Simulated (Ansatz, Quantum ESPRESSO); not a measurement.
# Band edges of F-GaN-H chair, 1 layer under strain, part 2 of 2

Wanted: deformation of the bands of F-GaN-H chair, 1 layer, driven from Python.

Quantum ESPRESSO 7.5; plane-wave DFT, PBE, GBRV ultrasoft pseudopotentials; geometry by Ansatz 0.2.0 with PAW datasets.

So far: The starting structure; Geometry from Ansatz.

## 3. Running the series

Under ESM bc1 levels count from the vacuum, or from the mean of the two vacuum levels where the sheet has a dipole, so band edges at unlike strains can be compared.

Level of this step: plane-wave DFT, PBE, GBRV ultrasoft pseudopotentials (Quantum ESPRESSO 7.5).

File run.py:

```python
import json
import numpy as np
from ase import Atoms
from ase.calculators.espresso import Espresso, EspressoProfile

profile = EspressoProfile(command='mpirun -n 2 pw.x -nk 2', pseudo_dir='../pseudo')
pseudopotentials = {'F': 'f_pbe_v1.4.uspp.F.UPF', 'Ga': 'ga_pbe_v1.4.uspp.F.UPF', 'H': 'h_pbe_v1.4.uspp.F.UPF', 'N': 'n_pbe_v1.2.uspp.F.UPF'}
system = {'ecutwfc': 40, 'ecutrho': 200, 'occupations': 'smearing', 'smearing': 'fd', 'degauss': 0.002}


def calculator(name, kpts, **extra):
    data = dict(control=dict(tprnfor=True, verbosity='high', disk_io='none'),
                system=system | extra,
                electrons=dict(conv_thr=1e-09, mixing_beta=0.4, mixing_mode='plain',
                               electron_maxstep=100))
    return Espresso(profile=profile, directory=name, pseudopotentials=pseudopotentials, kpts=kpts, input_data=data)


def centre(atoms):
    z = atoms.positions[:, 2]
    atoms.positions[:, 2] -= (z.max() + z.min()) / 2  # ESM wants the slab about z = 0
    return atoms

sheet = Atoms(
    ['H', 'N', 'Ga', 'F'],
    scaled_positions=[
        [0.6666666667, 0.3333333333, 0.4063319631],
        [0.6666666667, 0.3333333333, 0.4619394539],
        [0.3333333333, 0.6666666667, 0.4980139703],
        [0.3333333333, 0.6666666667, 0.5919877342]],
    cell=[
        [3.264088325950, 0.000000000000, 0.000000000000],
        [-1.632044162975, 2.826783410469, 0.000000000000],
        [0.000000000000, 0.000000000000, 18.453333333300]],
    pbc=True)

rows = []
for strain in [-0.03, -0.015, 0.0, 0.015, 0.03]:
    atoms = sheet.copy()
    atoms.set_cell(sheet.cell.array * [[1 + strain], [1 + strain], [1]], scale_atoms=True)
    atoms = centre(atoms)
    atoms.calc = calculator(f's{strain:+.3f}', (12, 12, 1), assume_isolated='esm', esm_bc='bc1', nbnd=20)
    energy = atoms.get_potential_energy()
    levels = np.array([atoms.calc.get_eigenvalues(kpt=i) for i in range(len(atoms.calc.get_ibz_k_points()))])
    top, bottom = levels[:, 15].max(), levels[:, 16].min()
    direct = (levels[:, 16] - levels[:, 15]).min()
    rows.append([strain, energy, top, bottom, direct])
    print(f'strain {strain:+.3f}: E = {energy:.5f} eV, valence top {top:.3f}, conduction bottom {bottom:.3f}, '
          f'gap {bottom - top:.3f}, least direct gap {direct:.3f} eV')

x, energy, top, bottom, direct = np.array(rows).T
area = np.linalg.norm(np.cross(*sheet.cell[:2]))
stiffness = np.polyfit(x, energy, 2)[0] / area * 16.0218  # C11 + C12, heights clamped
print(f'valence and conduction edges move by {np.polyfit(x, top, 1)[0]:.2f} and {np.polyfit(x, bottom, 1)[0]:.2f} eV per unit biaxial strain')
print(f'C11 + C12 with clamped heights: {stiffness:.1f} N/m')
json.dump(dict(rows=rows, stiffness=stiffness), open('result.json', 'w'))
```

Run with:

```bash
OMP_NUM_THREADS=1 python run.py
```

The program printed:

```text
strain -0.030: E = -6604.04574 eV, valence top -7.228, conduction bottom -5.074, gap 2.154, least direct gap 2.154 eV
strain -0.015: E = -6604.09929 eV, valence top -7.316, conduction bottom -5.066, gap 2.250, least direct gap 2.250 eV
strain +0.000: E = -6604.11775 eV, valence top -7.395, conduction bottom -5.086, gap 2.310, least direct gap 2.310 eV
strain +0.015: E = -6604.10557 eV, valence top -7.463, conduction bottom -5.133, gap 2.330, least direct gap 2.330 eV
strain +0.030: E = -6604.06659 eV, valence top -7.518, conduction bottom -5.207, gap 2.311, least direct gap 2.311 eV
valence and conduction edges move by -4.84 and -2.21 eV per unit biaxial strain
C11 + C12 with clamped heights: 118.9 N/m
```

The job ended after 2.9 min (2 MPI ranks of Arm Neoverse V2, shared host; peak memory 0.39 GiB).

The input that ASE wrote for the first run, and its log:

```
&CONTROL
   verbosity        = 'high'
   tprnfor          = .true.
   disk_io          = 'none'
   pseudo_dir       = '../pseudo'
/
&SYSTEM
   nbnd             = 20
   ecutwfc          = 40
   ecutrho          = 200
   occupations      = 'smearing'
   degauss          = 0.002
   smearing         = 'fd'
   assume_isolated  = 'esm'
   esm_bc           = 'bc1'
   ntyp             = 4
   nat              = 4
   ibrav            = 0
/
&ELECTRONS
   electron_maxstep = 100
   conv_thr         = 1e-09
   mixing_mode      = 'plain'
   mixing_beta      = 0.4
/
&IONS
/
&CELL
/
&FCP
/
&RISM
/
ATOMIC_SPECIES
H 1.008 h_pbe_v1.4.uspp.F.UPF
N 14.007 n_pbe_v1.2.uspp.F.UPF
Ga 69.723 ga_pbe_v1.4.uspp.F.UPF
F 18.998403163 f_pbe_v1.4.uspp.F.UPF

K_POINTS automatic
12 12 1  0 0 0

CELL_PARAMETERS angstrom
3.16616567617150 0.00000000000000 0.00000000000000
-1.58308283808575 2.74197990815493 0.00000000000000
0.00000000000000 0.00000000000000 18.45333333330000

ATOMIC_POSITIONS angstrom
H 1.5830828382 0.9139933026 -1.7129839147  
N 1.5830828382 0.9139933026 -0.6868403511  
Ga -0.0000000002 1.8279866055 -0.0211452752  
F -0.0000000002 1.8279866055 1.7129839147
```

```text
Program PWSCF v.7.5 starts
[citation notice left out]

     Parallel version (MPI & OpenMP), running on       2 processor cores
     Number of MPI processes:                 2
     Threads/MPI process:                     1

     MPI processes distributed on     1 nodes
[... 1 line left out ...]

Warning: card &CELL ignored
Warning: card &FCP ignored
Warning: card &RISM ignored

     Current dimensions of program PWSCF are:
     Max number of different atomic species (ntypx) = 10
     Max number of k-points (npk) =  40000
     Max angular momentum in pseudopotentials (lmaxx) =  4
     Message from routine setup:
     using ibrav=0 with symmetry is DISCOURAGED, use correct ibrav instead

     K-points division:     npool     =       2
     Subspace diagonalization in iterative solution of the eigenvalue problem:
     a serial algorithm will be used

     G-vector sticks info
     --------------------
     sticks:   dense  smooth     PW     G-vecs:    dense   smooth      PW
     Sum         499     385    121                51739    36777    6353

     Using Slab Decomposition

     bravais-lattice index     =            0
     lattice parameter (alat)  =       5.9832  a.u.
     unit-cell volume          =    1081.1086 (a.u.)^3
     number of atoms/cell      =            4
     number of atomic types    =            4
     number of electrons       =        32.00
     number of Kohn-Sham states=           20
     kinetic-energy cutoff     =      40.0000  Ry
     charge density cutoff     =     200.0000  Ry
     scf convergence threshold =      1.0E-09
     mixing beta               =       0.4000
     number of iterations used =            8  plain     mixing
     Exchange-correlation=  SLA  PW   PBX  PBC
                           (   1   4   3   4   0   0   0)

     Effective Screening Medium Method
     =================================
     Boundary Conditions: Vacuum-Slab-Vacuum
     total charge in unit cell        =   0.0000
     grid points for fit at edges     =        4

[... 10 lines left out ...]
     PseudoPot. # 1 for H  read from file:
     ../pseudo/h_pbe_v1.4.uspp.F.UPF
     Pseudo is Ultrasoft, Zval =  1.0
     Generated by new atomic code, or converted to UPF format
     Using radial grid of  615 points,  2 beta functions with:
                l(1) =   0
                l(2) =   0
     Q(r) pseudized with  8 coefficients,  rinner =    0.700

     PseudoPot. # 2 for N  read from file:
     ../pseudo/n_pbe_v1.2.uspp.F.UPF
     Pseudo is Ultrasoft + core correction, Zval =  5.0
     Generated by new atomic code, or converted to UPF format
     Using radial grid of  729 points,  4 beta functions with:
                l(1) =   0
                l(2) =   0
                l(3) =   1
                l(4) =   1
     Q(r) pseudized with  8 coefficients,  rinner =    0.900   0.900   0.900

     PseudoPot. # 3 for Ga read from file:
[... 636 lines left out ...]
     estimated scf accuracy    <          2.6E-10 Ry
     smearing contrib. (-TS)   =      -0.00000000 Ry
     internal energy E=F+TS    =    -485.38845130 Ry

     The total energy is F=E-TS. E is the sum of the following terms:
     one-electron contribution =     464.93851615 Ry
     hartree contribution      =    -232.87065131 Ry
     xc contribution           =     -64.14458472 Ry
     ewald contribution        =    -653.31173141 Ry

     convergence has been achieved in  18 iterations

     negative rho (up, down):  4.277E-04 0.000E+00

     Forces acting on atoms (cartesian axes, Ry/au):

     atom    1 type  1   force =     0.00000000    0.00000000   -0.00892804
     atom    2 type  2   force =     0.00000000    0.00000000   -0.01310790
     atom    3 type  3   force =     0.00000000    0.00000000    0.01794429
     atom    4 type  4   force =     0.00000000    0.00000000    0.00418713
     The non-local contrib.  to forces
     atom    1 type  1   force =     0.00000000   -0.00000000    0.21317060
     atom    2 type  2   force =     0.00000000    0.00000000   -0.66232099
     atom    3 type  3   force =     0.00000000   -0.00000000   -0.53881118
     atom    4 type  4   force =     0.00000000   -0.00000000   -1.87133575
     The ionic contribution  to forces
     atom    1 type  1   force =    -0.00000000    0.00000000  -13.67399411
     atom    2 type  2   force =    -0.00000000    0.00000000  -33.13240289
     atom    3 type  3   force =     0.00000000   -0.00000000  -30.50399114
     atom    4 type  4   force =     0.00000000   -0.00000000   77.31038814
     The local contribution  to forces
     atom    1 type  1   force =    -0.00000000    0.00000000   13.45189215
     atom    2 type  2   force =    -0.00000000    0.00000000   33.77656632
     atom    3 type  3   force =     0.00000022   -0.00000007   31.05574147
     atom    4 type  4   force =     0.00000003   -0.00000001  -75.43488567
     The core correction contribution to forces
     atom    1 type  1   force =     0.00000000    0.00000000    0.00000000
     atom    2 type  2   force =     0.00000000   -0.00000000    0.00504978
     atom    3 type  3   force =     0.00000000   -0.00000000    0.00501272
     atom    4 type  4   force =     0.00000000    0.00000000    0.00000000
     The Hubbard contrib.    to forces
     atom    1 type  1   force =     0.00000000    0.00000000    0.00000000
     atom    2 type  2   force =     0.00000000    0.00000000    0.00000000
     atom    3 type  3   force =     0.00000000    0.00000000    0.00000000
     atom    4 type  4   force =     0.00000000    0.00000000    0.00000000
     The SCF correction term to forces
     atom    1 type  1   force =     0.00000000    0.00000000    0.00000332
     atom    2 type  2   force =     0.00000000    0.00000000   -0.00000013
     atom    3 type  3   force =    -0.00000000   -0.00000000   -0.00000758
     atom    4 type  4   force =     0.00000000   -0.00000000    0.00002042

     Total force =     0.024312     Total SCF correction =     0.000022
     Message from routine punch:
     Nothing written, as per user request (disk_io='none')

[... 1 line left out ...]

[... 1 line left out ...]

[... 1 line left out ...]

[... 3 lines left out ...]

[... 1 line left out ...]

[... 2 lines left out ...]

[... 1 line left out ...]

[... 1 line left out ...]

=------------------------------------------------------------------------------=
   JOB DONE.
=------------------------------------------------------------------------------=
```

Read from the output:

```
biaxial stiffness : 118.9 N/m
```

Table of band edge from the vacuum level by biaxial strain:

| biaxial strain (%) | valence top (eV) | conduction bottom (eV) |
| --- | --- | --- |
| -3.00 | -7.23 | -5.07 |
| -1.50 | -7.32 | -5.07 |
| 0.00 | -7.40 | -5.09 |
| 1.50 | -7.46 | -5.13 |
| 3.00 | -7.52 | -5.21 |

Gap against biaxial strain:

| biaxial strain (%) | on the mesh (eV) | least direct (eV) |
| --- | --- | --- |
| -3.00 | 2.15 | 2.15 |
| -1.50 | 2.25 | 2.25 |
| 0.00 | 2.31 | 2.31 |
| 1.50 | 2.33 | 2.33 |
| 3.00 | 2.31 | 2.31 |

The energy over the lowest by biaxial strain:

| biaxial strain (%) | energy over the lowest (meV) |
| --- | --- |
| -3.00 | 72.0 |
| -1.50 | 18.5 |
| 0.00 | 0 |
| 1.50 | 12.2 |
| 3.00 | 51.2 |

## 4. Running the series: vdW-DF-cx, GBRV ultrasoft

Level of this step: plane-wave DFT, vdW-DF-cx, GBRV ultrasoft pseudopotentials made under PBE (Quantum ESPRESSO 7.5). input_dft overrides the functional of the files.

run.py is the input of step 3 with these lines changed:

```diff
@@ -7,3 +7,3 @@
 pseudopotentials = {'F': 'f_pbe_v1.4.uspp.F.UPF', 'Ga': 'ga_pbe_v1.4.uspp.F.UPF', 'H': 'h_pbe_v1.4.uspp.F.UPF', 'N': 'n_pbe_v1.2.uspp.F.UPF'}
-system = {'ecutwfc': 40, 'ecutrho': 200, 'occupations': 'smearing', 'smearing': 'fd', 'degauss': 0.002}
+system = {'ecutwfc': 40, 'ecutrho': 200, 'input_dft': 'vdw-df-cx', 'occupations': 'smearing', 'smearing': 'fd', 'degauss': 0.002}
```

Run with:

```bash
OMP_NUM_THREADS=1 python run.py
```

The program printed:

```text
strain -0.030: E = -6593.81493 eV, valence top -7.305, conduction bottom -5.446, gap 1.859, least direct gap 1.859 eV
strain -0.015: E = -6593.84400 eV, valence top -7.389, conduction bottom -5.403, gap 1.986, least direct gap 1.986 eV
strain +0.000: E = -6593.83917 eV, valence top -7.464, conduction bottom -5.390, gap 2.074, least direct gap 2.074 eV
strain +0.015: E = -6593.80238 eV, valence top -7.528, conduction bottom -5.399, gap 2.129, least direct gap 2.129 eV
strain +0.030: E = -6593.74282 eV, valence top -7.579, conduction bottom -5.434, gap 2.145, least direct gap 2.145 eV
valence and conduction edges move by -4.58 and 0.18 eV per unit biaxial strain
C11 + C12 with clamped heights: 115.3 N/m
```

The job ended after 5.5 min (2 MPI ranks; peak memory 0.43 GiB; 11 min of CPU time).

Numbers from this step:

* biaxial stiffness: 115.3 N/m

The band edge from the vacuum level by biaxial strain:

| biaxial strain (%) | valence top (eV) | conduction bottom (eV) |
| --- | --- | --- |
| -3.00 | -7.30 | -5.45 |
| -1.50 | -7.39 | -5.40 |
| 0.00 | -7.46 | -5.39 |
| 1.50 | -7.53 | -5.40 |
| 3.00 | -7.58 | -5.43 |

The gap by biaxial strain:

| biaxial strain (%) | on the mesh (eV) | least direct (eV) |
| --- | --- | --- |
| -3.00 | 1.86 | 1.86 |
| -1.50 | 1.99 | 1.99 |
| 0.00 | 2.07 | 2.07 |
| 1.50 | 2.13 | 2.13 |
| 3.00 | 2.14 | 2.14 |

Table of energy over the lowest by biaxial strain:

| biaxial strain (%) | energy over the lowest (meV) |
| --- | --- |
| -3.00 | 29.1 |
| -1.50 | 0 |
| 0.00 | 4.84 |
| 1.50 | 41.6 |
| 3.00 | 101 |

## 5. Running the series, with pools = 64

Another try, with an input changed as a hurried user might.

Level of this step: plane-wave DFT, PBE, GBRV ultrasoft pseudopotentials (Quantum ESPRESSO 7.5).

run.py is the input of step 3 with these lines changed:

```diff
@@ -5,3 +5,3 @@
 
-profile = EspressoProfile(command='mpirun -n 2 pw.x -nk 2', pseudo_dir='../pseudo')
+profile = EspressoProfile(command='mpirun -n 2 pw.x -nk 64', pseudo_dir='../pseudo')
 pseudopotentials = {'F': 'f_pbe_v1.4.uspp.F.UPF', 'Ga': 'ga_pbe_v1.4.uspp.F.UPF', 'H': 'h_pbe_v1.4.uspp.F.UPF', 'N': 'n_pbe_v1.2.uspp.F.UPF'}
@@ -14,3 +14,3 @@
                 electrons=dict(conv_thr=1e-09, mixing_beta=0.4, mixing_mode='plain',
-                               electron_maxstep=100))
+                               electron_maxstep=60))
     return Espresso(profile=profile, directory=name, pseudopotentials=pseudopotentials, kpts=kpts, input_data=data)
@@ -37,3 +37,3 @@
 rows = []
-for strain in [-0.03, -0.015, 0.0, 0.015, 0.03]:
+for strain in [-0.03, -0.015, 0.0]:
     atoms = sheet.copy()
```

Run with:

```bash
OMP_NUM_THREADS=1 python run.py
```

The program printed:

```text
subprocess.CalledProcessError: the calculator's command failed
```

Wall time 1 s (2 MPI ranks); peak memory 0.19 GiB.

The input that ASE wrote for the run that failed, and its log:

```
&CONTROL
   verbosity        = 'high'
   tprnfor          = .true.
   disk_io          = 'none'
   pseudo_dir       = '../pseudo'
/
&SYSTEM
   nbnd             = 20
   ecutwfc          = 40
   ecutrho          = 200
   occupations      = 'smearing'
   degauss          = 0.002
   smearing         = 'fd'
   assume_isolated  = 'esm'
   esm_bc           = 'bc1'
   ntyp             = 4
   nat              = 4
   ibrav            = 0
/
&ELECTRONS
   electron_maxstep = 60
   conv_thr         = 1e-09
   mixing_mode      = 'plain'
   mixing_beta      = 0.4
/
&IONS
/
&CELL
/
&FCP
/
&RISM
/
ATOMIC_SPECIES
H 1.008 h_pbe_v1.4.uspp.F.UPF
N 14.007 n_pbe_v1.2.uspp.F.UPF
Ga 69.723 ga_pbe_v1.4.uspp.F.UPF
F 18.998403163 f_pbe_v1.4.uspp.F.UPF

K_POINTS automatic
12 12 1  0 0 0

CELL_PARAMETERS angstrom
3.16616567617150 0.00000000000000 0.00000000000000
-1.58308283808575 2.74197990815493 0.00000000000000
0.00000000000000 0.00000000000000 18.45333333330000

ATOMIC_POSITIONS angstrom
H 1.5830828382 0.9139933026 -1.7129839147  
N 1.5830828382 0.9139933026 -0.6868403511  
Ga -0.0000000002 1.8279866055 -0.0211452752  
F -0.0000000002 1.8279866055 1.7129839147
```

```text
Program PWSCF v.7.5 starts
[citation notice left out]

     Parallel version (MPI & OpenMP), running on       2 processor cores
     Number of MPI processes:                 2
     Threads/MPI process:                     1

     MPI processes distributed on     1 nodes
[... 1 line left out ...]

Warning: card &CELL ignored
Warning: card &FCP ignored
Warning: card &RISM ignored

     Current dimensions of program PWSCF are:
     Max number of different atomic species (ntypx) = 10
     Max number of k-points (npk) =  40000
     Max angular momentum in pseudopotentials (lmaxx) =  4
     Message from routine setup:
     using ibrav=0 with symmetry is DISCOURAGED, use correct ibrav instead

 %%%%%%%%%%%%%%%%%%%%%%%%%%%%%%%%%%%%%%%%%%%%%%%%%%%%%%%%%%%%%%%%%%%%%%%%%%%%%%
     Error in routine mp_start_pools (1):
     invalid number of pools, out of range
 %%%%%%%%%%%%%%%%%%%%%%%%%%%%%%%%%%%%%%%%%%%%%%%%%%%%%%%%%%%%%%%%%%%%%%%%%%%%%%

     stopping ...
```

The input was rejected at the start.

The fault put into the input: more pools than k-points or ranks (pools = 64).

The number of pools must divide the number of ranks; pools beyond the number of k-points stand idle.

## 6. Worked from the printed numbers

Under equal strain ε in the plane, E = A (C11 + C12) ε². From the points at ±1.5 %: d²E/dε² = (18.46 + 12.17 − 2 × 0.00) meV / 0.015² = 136 eV, and 136/(2 × 9.227 Å²) × 16.02 = 118 N/m.

## 7. Outcome

| Property | Result |
| --- | --- |
| C11 + C12, heights clamped, PBE, GBRV ultrasoft | 119 N/m |
| gap on the mesh at zero strain, PBE, GBRV ultrasoft | 2.31 eV |
| valence top below the mean of the two vacuum levels at zero strain, PBE, GBRV ultrasoft | 7.40 eV |
| shift of the valence top per unit biaxial strain, PBE, GBRV ultrasoft | -4.8 eV |
| shift of the conduction bottom per unit biaxial strain, PBE, GBRV ultrasoft | -2.2 eV |
| C11 + C12, heights clamped, vdW-DF-cx, GBRV ultrasoft (made under PBE) | 115 N/m |
| gap on the mesh at zero strain, vdW-DF-cx, GBRV ultrasoft (made under PBE) | 2.07 eV |
| valence top below the mean of the two vacuum levels at zero strain, vdW-DF-cx, GBRV ultrasoft (made under PBE) | 7.46 eV |
| shift of the valence top per unit biaxial strain, vdW-DF-cx, GBRV ultrasoft (made under PBE) | -4.6 eV |
| shift of the conduction bottom per unit biaxial strain, vdW-DF-cx, GBRV ultrasoft (made under PBE) | 0.2 eV |

The sheet's biaxial stiffness comes to 119 N/m and its gap at zero strain to 2.31 eV (PBE, GBRV ultrasoft). From −3 % to +3 % the gap on the mesh goes from 2.15 to 2.31 eV; it is direct at every strain. Heights are clamped under strain, which makes a sheet with several atomic planes too stiff. Zero strain is the PBE cell; under vdW-DF-cx the energy is lowest near -0.9 %, so its stiffness is taken away from its own minimum. Semilocal gaps are too small. The sheet carries a dipole, so the two faces have unlike vacuum levels and the zero lies between them. Spin-orbit coupling is left out; depending on the atoms that carry the levels of interest, it can split and shift them by some tens of meV.

[Logs are printed without paths, hosts, clocks, repeated set-up lines and the standing remarks that a program may print on its own settings, such as how far it seeks lower states.]

[Hosts, paths, dates, database ids (printed as entryN), source tags and the programs' standing remarks are cut or masked in the printed files.]

[Maps of the electrostatic potential energy from Ansatz leave out the sawtooth potential of an applied field or a dipole correction, so their vacuum need not be flat; planar profiles and work functions include it.]
